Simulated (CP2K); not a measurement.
Consider fluoroallene at its PBE geometry (Å).

```xyz
7

C    -1.3386    0.0510    0.0680
C    -0.0337   -0.0201   -0.0133
C     1.2682   -0.1206   -0.0967
F     2.1003    0.9065    0.2901
H    -1.9448    0.4294   -0.7591
H    -1.8702   -0.2592    0.9716
H     1.8188   -0.9869   -0.4606
```

Method: CP2K XAS_TDP, all-electron GAPW, PBEh(45%), aug-cc-pVDZ, TDA, GW2X-corrected core level, no relativity.

**Question.** Where do the F K-edge lines lie, and how strong are they?

Leading lines: F4 688.06 eV. The leading line of an atom is its first one with 35 % of the strongest within 2.5 eV of its lowest line over the strength cut. Core ionisation energies at this level: F4 692.22 eV.

The first six lines of each atom with a strength over 0.0015:

```
            atom  energy (eV)  states  strength, one atom  above the computed threshold
F4 (bonded to C)       688.06       1              0.0249                              
                       689.70       1              0.0077                              
                       690.71       1              0.0035                              
                       692.36       1              0.0025                           yes
                       692.90       1              0.0145                           yes
                       695.10       1              0.0037                           yes
```

Lines are vertical, at one geometry, with no vibrational structure. GW2X ionisation energies and lines can be off by 1 to 2 eV either way, and a good line position may hide errors that cancel. These values hold no scalar relativity, about 0.7 eV for F 1s. Rydberg lines, and the discretised continuum above threshold, depend on the basis and the box.

[Banner, clock and machine lines of the logs are left out without a mark of their own.]

[Logs are printed without paths, hosts, clocks, repeated set-up lines and the standing remarks that a program may print on its own settings, such as how far it seeks lower states.]

[Hosts, paths, dates, database ids (printed as entryN), source tags and the programs' standing remarks are cut or masked in the printed files.]
